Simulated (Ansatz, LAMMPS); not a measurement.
# Amorphous 62SiO2-38GeO2 (mol %) (96 atoms): where an added charge goes: runs compared

Aim: add and remove one electron in amorphous 62SiO2-38GeO2 (mol %) (96 atoms), with atoms held and relaxed, and read trapping energy and localisation.

Computed with Ansatz 0.2.0: Kohn-Sham DFT, PBE, PAW (set soft_2), plane waves.

### Step 1. The cell as built

The cell holds 96 atoms: 20 Si, 12 Ge and 64 O. Cell: a = 11.391 Å, b = 11.391 Å, c = 11.391 Å, α = 90.0°, β = 90.0°, γ = 90.0°. 96 atoms (20 Si, 12 Ge, 64 O) placed at random at 2.76 g/cm³, melted at 5000 K for 10 ps at fixed volume with the Morse and Coulomb pair potential with partial charges (Pedone, Malavasi, Menziani, Cormack and Segre, J. Phys. Chem. B 110, 11780 (2006)). Quenched from 5000 K to 300 K at 50 K/ps and fixed volume, held 5 ps, then minimised at fixed cell.

What the set-up can't give: The quench rate of 50 K/ps is many orders above laboratory rates, so the cell is likely richer in defects and strain than a real sample. The network of bonds at the start is that of the classical potential that made the cell, and needn't be the one that DFT or experiment would give. Sampling is at Γ alone, for a cell whose shortest periodic width is 11 Å.

### Step 2. The reference run

The reference is a single point at the end of the relaxation.

The charged cells start from the geometry of this run, on a uniform background, with spin and a narrow Fermi–Dirac smearing.

Its input, with most atom lines left out:

```yaml
crystal:
  lattice:
    - [11.3914, 0.0, 0.0]
    - [0.0, 11.3914, 0.0]
    - [0.0, 0.0, 11.3914]
  atoms:
    - { symbol: Si, position: [0.96724, 0.36878, 0.61365] }
    - { symbol: Si, position: [0.51592, 0.68244, 0.6571] }
    - { symbol: Si, position: [0.30316, 0.74134, 0.49331] }
    - { symbol: Si, position: [0.61907, 0.34252, 0.82039] }
    - { symbol: Si, position: [0.45625, 0.69072, 0.05173] }
    - { symbol: Si, position: [0.9727, 0.20139, 0.84215] }
    - { symbol: Si, position: [0.21342, 0.18667, 0.24809] }
    [... atom lines 8 to 96 left out ...]
kpoints:
  mp_grid: { grid: [1, 1, 1] }
hamiltonian:
  xc: pbe
scf:
  occupations: { method: fixed }
output:
  forces: true
  stress: true
  populations: intrinsic
  dos:
    method: { smearing: { sigma: 0.15 } }
    de: 0.1
    projected: { site_lists: { Ge: [Ge], O: [O], Si: [Si] } }
  eigenvalues: true
  write_density: true
  write_potential: true
  volumetric_format: npy
  elf: true
```

```
free energy per atom   : -1048.2244 eV/atom
r.m.s. force component : 0.00435 eV/Å
pressure               : -2.816 GPa
```

Filled and empty levels are parted by 3.55 eV (at Γ alone); a semilocal functional tends to put such gaps too low. In a disordered cell it changes from sample to sample, and tail or defect levels can set it.

### Step 3. The runs

Each row is one run, on 4 threads of AMD EPYC 7R43, shared host. The free energy is the program's total, comparable only between runs with the same functional, potentials and atoms; between charge states it hangs on the program's zero of potential.

| run | atoms | outcome | ionic steps, all passes | free energy (eV) | time | host memory (GiB) |
| --- | --- | --- | --- | --- | --- | --- |
| Single point at the start | 96 | converged | - | -100624.641 | 30 s | 1.9 |
| Relaxation | 96 | converged | 8 | -100629.547 | 2.4 min | 1.9 |
| Single point at the relaxed geometry | 96 | converged | - | -100629.547 | 39 s | 2.1 |
| An extra electron, atoms held | 96 | converged | - | -100624.390 | 95 s | 3.5 |
| An extra electron, atoms relaxed | 96 | converged | 5 | -100624.474 | 3.4 min | 3.3 |
| An extra electron, levels at the relaxed geometry | 96 | converged | - | -100624.474 | 1.8 min | 3.4 |
| Neutral at the geometry of the electron | 96 | converged | - | -100629.443 | 34 s | 2.1 |
| An extra hole, atoms held | 96 | converged | - | -100631.019 | 2.2 min | 3.4 |
| An extra hole, atoms relaxed | 96 | converged | 5 | -100631.049 | 5.3 min | 3.3 |
| An extra hole, levels at the relaxed geometry | 96 | converged | - | -100631.049 | 2.1 min | 3.4 |
| Neutral at the geometry of the hole | 96 | converged | - | -100629.498 | 32 s | 2.1 |

In some runs the program notes that the exchange-correlation potential is rough where the density is thin.

### Step 4. Energies and spread of the extra charge

Energies are differences within one cell and functional; the shift is the gain plus the neutral cell's energy at the new geometry, that is how much cheaper the vertical process becomes there. The spread is the participation number of the site moments (1/Σw², over the spin inside atomic spheres), with the atom that holds the largest share and the spin that the spheres hold in all.

| carrier | charged less neutral, atoms held (eV) | gain on relaxing (eV) | neutral cell at that geometry, less the reference (eV) | shift of the vertical energy (eV) | spread, atoms held | spread, relaxed |
| --- | --- | --- | --- | --- | --- | --- |
| electron | 5.157 | 0.084 | 0.104 | 0.188 | 47; O49 5 % of 0.38 μB | 36; O49 7 % of 0.43 μB |
| hole | -1.472 | 0.030 | 0.049 | 0.079 | 47; O71 4 % of 0.79 μB | 30; O71 8 % of 0.80 μB |

### Step 5. Outcome

The extra electron gains 0.084 eV as the atoms relax, and its spin goes from about 47 to 36 atoms: it stays spread out at this level. With the atoms held, the spheres hold only 0.38 of the 0.88 μB, so the spread is read from a small part of the spin. The extra hole gains 0.030 eV as the atoms relax, and its spin goes from about 47 to 30 atoms: it stays spread out at this level. Adding the two vertical energies gives 3.69 eV, against a gap of 3.55 eV in the neutral cell. The zero of the potential cancels in this sum; the excess isn't taken apart here: charging of a small cell, filling of bands on a coarse mesh and the attraction to the background can all enter.

Caveats: Single energies of charged cells hang on the program's zero of potential. In the spin-polarised runs the search for a state of lower energy was switched off. No distortion was seeded, so a trapped state behind a barrier can't be found. Local and semilocal functionals favour spread-out charges, so trapping can be missed. The stress is far from hydrostatic: its diagonal is -3.6, -4.1, -0.8 GPa, compression counted positive. The pressure of -2.8 GPa says that the cell would shrink at this level of theory. Charged cells carry a uniform background, with no correction for images.

The DFT runs together took 21 min of wall time.

[Logs are printed without paths, hosts, clocks, repeated set-up lines and the standing remarks that a program may print on its own settings, such as how far it seeks lower states.]

[Hosts, paths, dates, database ids (printed as entryN), source tags and the programs' standing remarks are cut or masked in the printed files.]
